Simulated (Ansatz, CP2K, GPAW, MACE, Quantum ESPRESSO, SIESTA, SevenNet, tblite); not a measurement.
## Amorphous Zn12Cd27Se39 (78 atoms): runs against a plane-wave reference

Density of this cell: 5.50 g/cm³. The cell holds 78 atoms: 12 Zn, 27 Cd and 39 Se. Its edges and angles: a = 12.774 Å, b = 12.774 Å, c = 12.774 Å, α = 90.0°, β = 90.0°, γ = 90.0°. 78 atoms (12 Zn, 27 Cd, 39 Se) placed at random at 5.5 g/cm³, melted at 2500 K for 10 ps at fixed volume with the Stillinger-Weber II-VI potential (Zhou et al., Phys. Rev. B 88, 085309 (2013)). Quenched from 2500 K to 100 K at 50 K/ps and fixed volume, held 5 ps. Then every atom was moved at random, 0.02 Å r.m.s. a Cartesian component.

Geometry: as built.

The reference, a calculation:

| Quantity | Value |
| --- | --- |
| method | Kohn-Sham DFT, PBE, SSSP efficiency 1.3.0 pseudopotentials, plane waves (Quantum ESPRESSO 7.5); sssp-pbe-1.3.0-efficiency, cutoffs 45/360 Ry, Γ point |
| r.m.s. force component | 0.4128 eV/Å |
| longest force | 1.662 eV/Å |
| pressure | 0.6703 GPa |
| time | 28 min on 1 thread of Arm Neoverse V2, shared host |
| CPU time | 28 min |

Runs, in no order:
A. GPAW PBE, LCAO dzp, h 0.2 Å: Kohn-Sham DFT, PBE, PAW, atomic orbitals (dzp)
B. tblite GFN1-xTB: GFN1-xTB tight binding, diagonalisation
C. MACE MPA-0 medium potential: machine-learned interatomic potential MACE MPA-0 medium, trained on PBE(+U) plane-wave data
D. SIESTA PBE, SZP, shift 0.01 Ry, mesh 500 Ry: Kohn-Sham DFT, PBE, PseudoDojo 0.4.1 norm-conserving pseudopotentials (converted to PSML), numerical atomic orbitals (SZP), diagonalisation

Q: Order them from the smallest to the largest r.m.s. force difference.

A, C, D, B.

```
                                           run  Δ force, r.m.s. (meV/Å)  share of r.m.s. force (%)  CPU time
                A. GPAW PBE, LCAO dzp, h 0.2 Å                     34.6                       8.39   4.4 min
                C. MACE MPA-0 medium potential                     82.4                       20.0       6 s
D. SIESTA PBE, SZP, shift 0.01 Ry, mesh 500 Ry                      133                       32.3   5.2 min
                            B. tblite GFN1-xTB                      202                       48.9     3.8 s
```

Periodic xTB results under one method name differ between programs and library versions. Machine-learned potentials mimic data converged in k, so the reference's own k-point error enters their differences. The network of bonds at the start is that of the classical potential that made the cell, and needn't be the one that DFT or experiment would give. The electronic-structure runs sample only Γ, in a cell whose shortest periodic width is 13 Å, which is coarse for a cell with partly filled levels.

[Logs are printed without paths, hosts, clocks, repeated set-up lines and the standing remarks that a program may print on its own settings, such as how far it seeks lower states.]

[Hosts, paths, dates, database ids (printed as entryN), source tags and the programs' standing remarks are cut or masked in the printed files.]
